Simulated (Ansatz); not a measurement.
Planning a run of Ansatz 0.2.0 on Si3N4 (I-42d). The input:

```yaml
crystal:
  lattice:
    - [-3.302097, 3.302097, 3.23735]
    - [3.302097, -3.302097, 3.23735]
    - [3.302097, 3.302097, -3.23735]
  atoms:
    - { symbol: Si, position: [0.25, 0.1240450237, 0.8740450237] }
    - { symbol: Si, position: [0.8759549763, 0.25, 0.1259549763] }
    - { symbol: Si, position: [0.75, 0.3759549763, 0.6259549763] }
    - { symbol: Si, position: [0.6240450237, 0.75, 0.3740450237] }
    - { symbol: Si, position: [0.125, 0.875, 0.25] }
    - { symbol: Si, position: [0.375, 0.625, 0.75] }
    - { symbol: "N", position: [0.5665394157, 0.5658420648, 0.5670881284] }
    - { symbol: "N", position: [0.4341579352, 0.5012460636, 0.0006973509] }
    - { symbol: "N", position: [0.4987539364, -0.0005487127, 0.9329118716] }
    - { symbol: "N", position: [0.0005487127, 0.4334605843, 0.4993026491] }
    - { symbol: "N", position: [0.9334605843, 0.5005487127, -0.0006973509] }
    - { symbol: "N", position: [0.0658420648, 0.0665394157, 0.0670881284] }
    - { symbol: "N", position: [0.0012460636, 0.9341579352, 0.5006973509] }
    - { symbol: "N", position: [0.4994512873, -0.0012460636, 0.4329118716] }
kpoints:
  mp_grid: { grid: [4, 4, 4] }
  band_path:
    path:
      - [0.0, 0.0, 0.0]
      - [0.5, -0.5, 0.5]
      - [0.0, 0.0, 0.5]
      - [0.25, 0.25, 0.25]
      - [0.0, 0.3333333333, 0.3333333333]
      - [0.15, -0.15, 0.15]
      - [0.0, 0.0, 0.2]
    npoints: 1
hamiltonian:
  xc: hse06
  pseudopotentials: { kind: paw, azcp: { folder: soft_1 } }
scf:
  occupations: { method: fixed }
  n_extra_bands: 8
output:
  eigenvalues: true
```

```sh
ansatz run input.yaml --threads 3 --pin off --max-ram 92160MiB --backend cuda --events-out ev --progress --plain --runs-dir out --devices 1 --max-vram 13GiB
```

Question: How long will it take on 1 × NVIDIA H100 80GB HBM3 (shared by 6 runs) with 3 threads of AMD EPYC 7R13 (Zen 3), shared host, and how much memory?

It took 34 s; on shared hardware allow 17 s to 68 s. Peak host memory was 1.4 GiB. The sizes that set the cost: 2755 plane waves a state, 13 irreducible k points and 13 SCF cycles.

Exact exchange couples every pair of k points and filled bands, so it costs far more than a semilocal run.

[Paths, hosts, dates, memory and timing lines, banners, echoed tables and standing remarks are left out of the program output.]

[Logs are printed without paths, hosts, clocks, repeated set-up lines and the standing remarks that a program may print on its own settings, such as how far it seeks lower states.]

[Runs of the session that timed out or met a known fault of the program may be left out.]

[Cells called generated may have been cut or substituted from an entry of the Crystallography Open Database or the Materials Project.]

[Hosts, paths, dates, database ids (printed as entryN), source tags and the programs' standing remarks are cut or masked in the printed files.]
